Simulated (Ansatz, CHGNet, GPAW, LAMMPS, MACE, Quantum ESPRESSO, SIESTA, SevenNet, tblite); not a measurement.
**48Ga2O3-52ZnO (mol %) with crystalline order left by the classical run (93 atoms) in other programs, against a plane-wave reference**

Wanted: errors and costs of other methods on 48Ga2O3-52ZnO (mol %) with crystalline order left by the classical run (93 atoms). A plane-wave run serves as the reference.

Main program and level: Ansatz 0.2.0; Kohn-Sham DFT, PBE, PAW, plane waves.

### 1. Starting point

The cell holds 93 atoms: 26 Ga, 14 Zn and 53 O. Cell: a = 10.069 Å, b = 10.069 Å, c = 10.069 Å, α = 90.0°, β = 90.0°, γ = 90.0°. 93 atoms (26 Fe, 14 Zn, 53 O) placed at random at 4.69 g/cm³, melted at 5000 K for 10 ps at fixed volume with the Morse and Coulomb pair potential with partial charges (Pedone, Malavasi, Menziani, Cormack and Segre, J. Phys. Chem. B 110, 11780 (2006)). Quenched from 5000 K to 300 K at 20 K/ps and fixed volume, held 10 ps at zero pressure, then minimised at fixed cell. Then Fe was replaced by Ga and the cell scaled by 1.005 (the potential has no terms for the new elements, so the cell is a start for a DFT relaxation).

### 2. The reference run

The PAW files are the set soft_2.

The input, input.yaml:

```yaml
crystal:
  lattice:
    - [10.06936, 0.0, 0.0]
    - [0.0, 10.06936, 0.0]
    - [0.0, 0.0, 10.06936]
  atoms:
    - { symbol: Ga, position: [0.61517, 0.27863, 0.99742] }
    - { symbol: Ga, position: [0.57825, 0.21372, 0.53619] }
    - { symbol: Ga, position: [0.34452, 0.93053, 0.68535] }
    - { symbol: Ga, position: [0.92812, 0.13004, 0.98471] }
    [... 83 atom lines left out ...]
    - { symbol: O, position: [0.658, 0.06896, 0.41217] }
    - { symbol: O, position: [0.9625, 0.1382, 0.52458] }
    - { symbol: O, position: [0.81463, 0.78848, 0.13732] }
    - { symbol: O, position: [0.2628, 0.78446, 0.77865] }
    - { symbol: O, position: [0.49539, 0.41574, 0.9841] }
    - { symbol: O, position: [0.03068, 0.78081, 0.98368] }
kpoints:
  mp_grid: { grid: [1, 1, 1] }
hamiltonian:
  xc: pbe
scf:
  occupations: { method: fermi_dirac, width: 0.05 }
output:
  forces: true
  eigenvalues: true
  populations: true
  stress: true
```

The run is started by

```console
ansatz run input.yaml --threads 4 --pin off --max-ram 8192MiB --backend cpu --events-out ev --progress --plain --runs-dir out
```

Log:

```text
[...]
Pseudopotentials: kind: paw
Pseudopotential: Ga, paw, valence charge 13, recommended cutoff 420 eV (normal), Ga.paw.azcp
Pseudopotential: Zn, paw, valence charge 12, recommended cutoff 420 eV (normal), Zn.paw.azcp
Pseudopotential: O, paw, valence charge 6, recommended cutoff 420 eV (normal), O.paw.azcp
[... 5 lines on functional and potentials left out ...]
Crystal: 93 atoms, lattice volume = 1020.953 Å³
Basis set: ecut = 420 eV, 20005 PW (Γ), exchange–correlation on 144×144×144 points (8 copies of the dense FFT grid, shifted against one another)
Bands: 505, of which v1, the nominal top of the filled ones, is band 412 counted from 1 (411 counted from 0)
Symmetry: 1 space group operations
Space group: P1 (ITA 1), of the structure as read, at distance tolerance 1.0e-4 Å
k-points: 1
[... 7 lines on functional and potentials left out ...]
Initial density: superposition of atomic densities (neutral atoms: chi_scale 0, normalization atom), corrected by the library's trained network
Initial wavefunctions: pseudopotential atomic-orbital guess
[...]
SCF iter   1: F=—  HF=-174912.448516 eV  |F-HF|=—  |Δ(HF+E_count)|=         —  Δρ=2.44e-3  dr2=8.05e-2  ethr=1.77e-3  ⟨swp⟩=6.0  Hψ=1757  notcnv=0  defer=75
preconditioner: auto → Resta (q_TF=auto, 2.633 Å⁻¹)  ε∞=5.3  [insulator: Δε(μ)=0.897 eV  Ē_g=16.018 eV  σ=0.050 eV  W_gap=1.00  n_scr=304 (ndim 8)  ℏωp=33.4 eV  f_vac=0.059  D(μ)=0.01/eV (n_scr^D=0)  ε∞_Penn≈5.3]
[...]
SCF iter   9: F=—  HF=-174912.453603 eV  |F-HF|=—  |Δ(HF+E_count)|=   1.82e-6  Δρ=8.59e-6  dr2=6.11e-7  ethr=1.71e-10  ⟨swp⟩=2.0  Hψ=828  notcnv=0  defer=86
SCF iter  10: F=-174912.453603 eV  HF=-174912.453602 eV  |F-HF|=2.53e-8  |Δ(HF+E_count)|=   4.74e-8  Δρ=2.96e-6  dr2=9.12e-8  ethr=1.21e-11  ⟨swp⟩=11.0  Hψ=2858  notcnv=0
SCF 1 converged in 10 iterations: F = -174912.453603 eV  dr2 = 9.12e-8
[...]
SCF converged after 10 iterations
Free energy (F): -174912.453603 eV
Harris-Foulkes:  -174912.453602 eV  (|F-HF|=2.53e-8)
Internal energy: -174912.453153 eV  (E = F + TS)
E sigma→0 (E₀):  -174912.453378 eV
Entropy (-TS):   -0.000449 eV (-0.005 meV/atom)
Fermi energy:    8.938891 eV
--- Per-component energies (eV) ---
[...]
Σ components = -174912.453603   (vs F -174912.453603, Δ=0.00e0)
--- Forces (eV/Å), atoms counted from 1 ---
  atom   1  Ga    -0.08489399    -0.24572988    -0.06277876
  atom   2  Ga    -0.16506840    -0.21910891     0.31086797
  atom   3  Ga     0.40547816     0.18477480     0.53760536
  atom   4  Ga    -0.55010937    -0.62404033    -0.05370961
[...]
atom  93  O     -0.02582274     0.84549584    -0.64283763
  max |Σ_I F_I| component: 8.29e-5 eV/Å
--- Stress (GPa, compression-positive) ---
        1.444202      -0.171370      -2.180771
       -0.171370       8.884585      -0.524962
       -2.180771      -0.524962       2.112440
  P = ⅓ Tr σ = 4.1471 GPa (41.471 kbar)
--- Band table (eV) ---
  k-point 0: bands = ["-11.3068", "-10.9635", "-10.7946", "-10.7847", [... 489 levels ...], "18.2355", "18.2913", "18.3266", "18.3892", "18.4356", "18.4371", "18.5310", "18.6101", "18.6428", "18.7004", "18.7456", "18.7821"]
--- Löwdin populations: 93 sites ---
  site symbol       q [e]
     0     Ga     11.9651
     1     Ga     12.0843
     2     Ga     11.9904
[...]
92      O      6.8784
  spilling = 0.004797 (of n_electrons = 824.000000)
```

Wall time 25 s (4 threads of Arm Neoverse V2, shared host); peak memory 1.7 GiB; 96 s of CPU time.

The column dr2 measures how far the density is from self-consistency, as an energy; F and HF (Harris–Foulkes) agree once it is small.

Read from the output:

| Property | Result |
| --- | --- |
| free energy | -174912.4536 eV |
| free energy per atom | -1880.7791 eV/atom |
| SCF cycles | 10 |
| pressure | 4.147 GPa |
| r.m.s. force component | 0.3635 eV/Å |
| longest force | 1.381 eV/Å |
| Fermi energy | 8.939 eV |
| gap (highest filled to lowest empty level) | 0.8332 eV |
| spilling of the projection | 0.004797 |

Neighbours are counted within 2.50 Å (O-Ga), 2.50 Å (O-Zn).

Length of the force by element and coordination:

| element | coordination | atoms | mean length of the force (eV/Å) | spread | least | most |
| --- | --- | --- | --- | --- | --- | --- |
| Ga | all | 26 | 0.675 | 0.259 | 0.268 | 1.38 |
| Ga | 4 | 4 | 0.556 | 0.184 | 0.268 | 0.766 |
| Ga | 5 | 6 | 0.588 | 0.250 | 0.281 | 1.03 |
| Ga | 6 | 16 | 0.737 | 0.259 | 0.395 | 1.38 |
| O | all | 53 | 0.532 | 0.214 | 0.126 | 1.06 |
| O | 2 | 1 | 0.834 | 0 | 0.834 | 0.834 |
| O | 3 | 12 | 0.406 | 0.194 | 0.126 | 0.679 |
| O | 4 | 35 | 0.566 | 0.205 | 0.213 | 1.06 |
| O | 5 | 4 | 0.501 | 0.189 | 0.236 | 0.751 |
| O | 6 | 1 | 0.699 | 0 | 0.699 | 0.699 |
| Zn | all | 14 | 0.583 | 0.277 | 0.157 | 1.11 |
| Zn | 3 | 1 | 0.841 | 0 | 0.841 | 0.841 |
| Zn | 4 | 8 | 0.614 | 0.225 | 0.326 | 1.05 |
| Zn | 5 | 3 | 0.649 | 0.327 | 0.406 | 1.11 |
| Zn | 6 | 2 | 0.229 | 0.0722 | 0.157 | 0.301 |

Löwdin charges by element and coordination (they lack the spilled electrons, 0.043 e an atom on average):

| element | coordination | atoms | mean charge (e) | spread | least | most |
| --- | --- | --- | --- | --- | --- | --- |
| Ga | all | 26 | 0.961 | 0.0338 | 0.904 | 1.03 |
| Ga | 4 | 4 | 0.984 | 0.0319 | 0.948 | 1.03 |
| Ga | 5 | 6 | 0.980 | 0.0297 | 0.928 | 1.01 |
| Ga | 6 | 16 | 0.948 | 0.0286 | 0.904 | 1.01 |
| O | all | 53 | -0.792 | 0.132 | -1.07 | -0.613 |
| O | 2 | 1 | -0.718 | 0 | -0.718 | -0.718 |
| O | 3 | 12 | -0.821 | 0.111 | -1.02 | -0.645 |
| O | 4 | 35 | -0.785 | 0.138 | -1.07 | -0.613 |
| O | 5 | 4 | -0.790 | 0.149 | -1.03 | -0.661 |
| O | 6 | 1 | -0.780 | 0 | -0.780 | -0.780 |
| Zn | all | 14 | 1.50 | 0.0258 | 1.45 | 1.55 |
| Zn | 3 | 1 | 1.45 | 0 | 1.45 | 1.45 |
| Zn | 4 | 8 | 1.49 | 0.0184 | 1.45 | 1.52 |
| Zn | 5 | 3 | 1.50 | 0.0108 | 1.49 | 1.51 |
| Zn | 6 | 2 | 1.53 | 0.0204 | 1.51 | 1.55 |

The levels nearest the highest filled one (over half full), pooled over k-points and spins:

| level less the highest filled one (eV) | occupation |
| --- | --- |
| -0.700 | 2 |
| -0.642 | 2 |
| -0.580 | 2 |
| -0.494 | 2 |
| -0.417 | 2 |
| 0 | 2 |
| 0.833 | 0 |
| 2.80 | 0 |
| 3.33 | 0 |
| 3.56 | 0 |
| 3.61 | 0 |
| 3.79 | 0 |

### 3. Local order

Density 5.82 g/cm³, 10.98 Å³ an atom.

Pair distribution functions g(r), in bins of 0.2 Å:

| r (Å) | total | O-O | O-Ga | O-Zn | Ga-Ga | Ga-Zn | Zn-Zn |
| --- | --- | --- | --- | --- | --- | --- | --- |
| 1.80 | 0.62 | 0.00 | 1.78 | 0.31 | 0.00 | 0.00 | 0.00 |
| 2.00 | 3.58 | 0.00 | 7.28 | 7.36 | 0.00 | 0.00 | 0.00 |
| 2.20 | 0.47 | 0.00 | 1.17 | 0.59 | 0.00 | 0.00 | 0.00 |
| 2.40 | 0.11 | 0.00 | 0.26 | 0.19 | 0.00 | 0.00 | 0.00 |
| 2.60 | 0.41 | 1.03 | 0.21 | 0.00 | 0.00 | 0.00 | 0.58 |
| 2.80 | 1.54 | 3.63 | 0.19 | 0.21 | 1.48 | 1.56 | 1.02 |
| 3.00 | 1.50 | 3.09 | 0.13 | 0.18 | 3.03 | 1.85 | 1.42 |
| 3.20 | 1.21 | 1.54 | 0.20 | 0.48 | 3.16 | 2.51 | 4.90 |
| 3.40 | 1.12 | 0.69 | 1.10 | 0.95 | 2.37 | 2.02 | 1.41 |
| 3.60 | 1.09 | 0.20 | 1.75 | 1.52 | 1.11 | 0.86 | 1.89 |
| 3.80 | 0.87 | 0.56 | 1.16 | 1.29 | 0.43 | 0.62 | 0.59 |
| 4.00 | 0.70 | 0.65 | 0.71 | 1.00 | 0.54 | 0.35 | 0.76 |
| 4.20 | 0.62 | 0.47 | 0.75 | 0.84 | 0.41 | 0.44 | 0.70 |
| 4.40 | 0.94 | 0.37 | 1.66 | 1.27 | 0.31 | 0.52 | 0.22 |
| 4.60 | 1.24 | 0.74 | 1.87 | 1.58 | 0.57 | 1.05 | 0.00 |
| 4.80 | 1.21 | 1.23 | 1.37 | 1.41 | 0.62 | 0.77 | 1.09 |

Bonds by pair of elements; cutoffs follow the first minimum of g(r), held within bounds set by covalent radii, and pairs that aren't listed don't count as bonded:

| pair A-B | cutoff (Å) | bonds | mean length (Å) | spread (Å) | shortest (Å) | B about A | A about B |
| --- | --- | --- | --- | --- | --- | --- | --- |
| O-Ga | 2.5 | 142 | 2.01 | 0.125 | 1.83 | 2.68 | 5.46 |
| O-Zn | 2.5 | 62 | 2.01 | 0.103 | 1.88 | 1.17 | 4.43 |

How many atoms have how many bonded neighbours:

| element | mean | 2 | 3 | 4 | 5 | 6 |
| --- | --- | --- | --- | --- | --- | --- |
| Ga | 5.46 | 0 | 0 | 4 | 6 | 16 |
| O | 3.85 | 1 | 12 | 35 | 4 | 1 |
| Zn | 4.43 | 0 | 1 | 8 | 3 | 2 |

Oxygen atoms by the number of network formers (Si, P, Ge, B, Al, As, Ga) bound to them:

| network formers bound to O | O atoms | per cent |
| --- | --- | --- |
| 0 | 0 | 0 |
| 1 | 8 | 15.1 |
| 2 | 17 | 32.1 |
| 3 | 14 | 26.4 |
| 4 | 12 | 22.6 |
| 5 | 2 | 3.8 |

Network units: each former by its oxygen neighbours and how many of them bridge to another former:

| former | O neighbours | bridging O | atoms |
| --- | --- | --- | --- |
| Ga | 4 | 2 | 1 |
| Ga | 4 | 3 | 1 |
| Ga | 4 | 4 | 2 |
| Ga | 5 | 4 | 1 |
| Ga | 5 | 5 | 5 |
| Ga | 6 | 5 | 4 |
| Ga | 6 | 6 | 12 |

Rings of the network by King's shortest-path rule, up to 12 atoms, one path for each pair of neighbours; H, halogens, alkali and alkaline-earth atoms are left out, and the last column divides by all other atoms, bonded or not:

| ring size (atoms) | rings | per network atom |
| --- | --- | --- |
| 4 | 71 | 0.763 |
| 6 | 185 | 1.99 |
| 8 | 44 | 0.473 |
| 10 | 2 | 0.022 |

### 4. The ladder

The programs:
- CHGNet: machine-learned potential, published weights.
- GPAW 26.7.0: PAW with atomic orbitals (LCAO), plane waves or a real-space grid of spacing h.
- MACE: machine-learned potential, published weights.
- Quantum ESPRESSO 7.5: plane waves; labels (QE) give functional, pseudopotential set and cutoffs of waves/density.
- SIESTA 5.4.2: numerical atomic orbitals, whose automatically made sets are far from complete, with PseudoDojo norm-conserving potentials that we converted to its format (checked against plane waves on the same files for H, C, O, Si, Ge and Ca alone); labels give functional, basis size, energy shift and mesh cutoff.
- SevenNet: machine-learned potential, published weights.
- tblite 0.8.0: extended tight binding, driven from Python.

All use the same cell and atoms; the electronic-structure runs use the same k-mesh, and an electronic temperature of 580 K (0.05 eV) where levels are smeared.

Differences are against the plane-wave reference, forces as r.m.s. over components; share is that over the reference's r.m.s. force, slope the least-squares factor from reference forces to these. Total energies of different programs have different zeros and aren't compared.

| run | Δ force, r.m.s. (meV/Å) | share (%) | slope | Δ pressure (GPa) | Δ gap (eV) | cores | CPU time | memory (GiB) |
| --- | --- | --- | --- | --- | --- | --- | --- | --- |
| reference | - | - | - | - | - | 4 | 96 s | 1.7 |
| CHGNet r2SCAN potential | 139 | 38.2 | 0.683 | -5.75 | - | 1 | 4.8 s | 1.6 |
| GPAW PBE, LCAO dzp, h 0.18 Å | 347 | 95.4 | 0.856 | - | -0.103 | 2 | 5.9 min | 2.3 |
| GPAW PBE, LCAO dzp, h 0.18 Å, other mixer settings | 347 | 95.4 | 0.857 | - | -0.104 | 2 | 7 min | 2.3 |
| GPAW PBE, LCAO szp(dzp), h 0.18 Å (coarse) | 395 | 109 | 0.878 | - | -0.252 | 1 | 4.8 min | 1.9 |
| MACE MP-0b3 medium potential | 65.5 | 18.0 | 0.991 | 0.587 | - | 1 | 9.1 s | 1.2 |
| QE PBE, sssp-1.3.0-efficiency, 60/480 Ry | 18.1 | 4.97 | 0.999 | -0.121 | -0.0097 | 4 | 34 min | 3.7 |
| SIESTA PBE, DZP, shift 0.01 Ry, mesh 500 Ry | 119 | 32.8 | 0.994 | 0.528 | -0.0632 | 4 | 11 min | 3.3 |
| SIESTA PBE, SZ, shift 0.02 Ry, mesh 500 Ry (coarse) | 501 | 138 | 0.921 | -8.66 | -0.297 | 1 | 1.9 min | 0.95 |
| SevenNet l3i5 potential | 53.0 | 14.6 | 0.992 | 0.519 | - | 1 | 12 s | 1.8 |
| tblite GFN1-xTB | 347 | 95.5 | 0.638 | 4.97 | - | 1 | 6.7 s | 0.13 |

Rows marked coarse were listed beforehand as settings not expected to be converged; some can still land near the reference.

Times of the machine-learned potentials are mostly Python's start and the loading of weights.

CPU time is summed over cores on a shared host, where runs went side by side, so it is rough. Symmetry, cutoffs, thresholds, outputs and thread counts weren't matched or tuned between programs; memory under MPI is the largest rank's times the ranks.

Mean charges by element (e), by run and scheme:

| run | scheme | Ga | Zn | O |
| --- | --- | --- | --- | --- |
| reference | Löwdin | +0.96 | +1.50 | -0.79 |
| SIESTA PBE, DZP, shift 0.01 Ry, mesh 500 Ry | Hirshfeld | +0.33 | +0.72 | -0.35 |
| tblite GFN1-xTB | Mulliken | +0.44 | +0.57 | -0.37 |

The reference's Löwdin charges lack the electrons that the projection spills, 0.043 e an atom on average.

Within one program, basis, potentials and functional, energies share a zero. Each run against its twin at the usual cutoff or grid and solver:

| run | twin | Δ energy (meV/atom) | Δ force, r.m.s. (meV/Å) | CPU time over the twin's |
| --- | --- | --- | --- | --- |
| GPAW PBE, LCAO dzp, h 0.18 Å, other mixer settings | LCAO dzp, h 0.18 Å | 0 | 1.06 | 1.2 |

### 5. What came out

```
reference r.m.s. force component                       : 0.363 eV/Å
nearest in forces                                      : QE PBE, sssp-1.3.0-efficiency, 60/480 Ry, 5.0 %
farthest in forces                                     : SIESTA PBE, SZ, shift 0.02 Ry, mesh 500 Ry (coarse), 138 %
cheapest electronic-structure run beside the reference : tblite GFN1-xTB, 6.7 s of CPU time
```

In words: PBE on plane waves or a grid with other potentials, cutoffs or grids, coarse settings apart, differs from the reference by 5.0 % (QE PBE, sssp-1.3.0-efficiency, 60/480 Ry) of the r.m.s. force; this holds the reference's own error, so differences of a few per cent don't tell which side is nearer the exact PBE result (QE's 60 Ry are 816 eV, against the reference's 420 eV). The PBE runs in local orbitals, coarse settings apart, differ by 33 % (SIESTA PBE, DZP, shift 0.01 Ry, mesh 500 Ry) to 95 % (GPAW PBE, LCAO dzp, h 0.18 Å); basis, grid and potentials can all enter. Tight binding differs by 96 % (tblite GFN1-xTB); it is another model, with fitted parameters of its own, and the xTB methods hold dispersion. Machine-learned potentials differ by 15 % (SevenNet l3i5 potential) to 38 % (CHGNet r2SCAN potential); they were trained on other programs' data, some at another functional. Runs with settings chosen to be coarse differ by 109 % (GPAW PBE, LCAO szp(dzp), h 0.18 Å) to 138 % (SIESTA PBE, SZ, shift 0.02 Ry, mesh 500 Ry), their programs' other errors included. One electronic-structure run takes under half the reference's CPU time: tblite GFN1-xTB, at 96 % in 6.7 s against 96 s, too far off to be of use; its pressure misses by +5.0 GPa. At the same functional, gaps differ from the reference's 0.833 eV by between -0.30 and -0.01 eV. In pressure, SIESTA PBE, SZ, shift 0.02 Ry, mesh 500 Ry misses by -8.7 GPa, at the same functional. Charges hang on model, scheme and program or settings: among these rows the mean for Zn runs from +0.57 to +1.50 e. In the reference: filled and empty levels are parted by 0.833 eV (at Γ alone); a semilocal functional tends to put such gaps too low. In a disordered cell it changes from sample to sample, and tail or defect levels can set it. In the reference: mean Löwdin charges: Ga +0.96, O -0.79, Zn +1.50 e (they miss 0.48 % of the electrons, so they add up to more than the cell's charge). Periodic xTB results under one method name differ between programs and library versions. The potentials hold different valence shells: 824 electrons in the reference, 564 in GPAW, 936 in Quantum ESPRESSO with SSSP and 936 in SIESTA; this bears on time and differences. GPAW's setups keep the filled d shell of Ga in the core. GPAW's Ga setup keeps the 3d shell in the core. Machine-learned potentials mimic data converged in k, so the reference's own k-point error enters their differences. The quench rate of 20 K/ps is many orders above laboratory rates, so the cell is likely richer in defects and strain than a real sample. The network of bonds at the start is that of the classical potential that made the cell, and needn't be the one that DFT or experiment would give. The reference's stress is far from hydrostatic: its diagonal is 1.4, 8.9, 2.1 GPa, compression counted positive. The reference's pressure of 4.1 GPa belongs to a cell and atoms that aren't relaxed at this level. The electronic-structure runs sample only Γ, in a cell whose shortest periodic width is 10 Å.

[Also dropped from logs without a mark: logging warnings of Python, and SIESTA's first energy breakdown and zero terms.]

[Logs are printed without paths, hosts, clocks, repeated set-up lines and the standing remarks that a program may print on its own settings, such as how far it seeks lower states.]

[Hosts, paths, dates, database ids (printed as entryN), source tags and the programs' standing remarks are cut or masked in the printed files.]
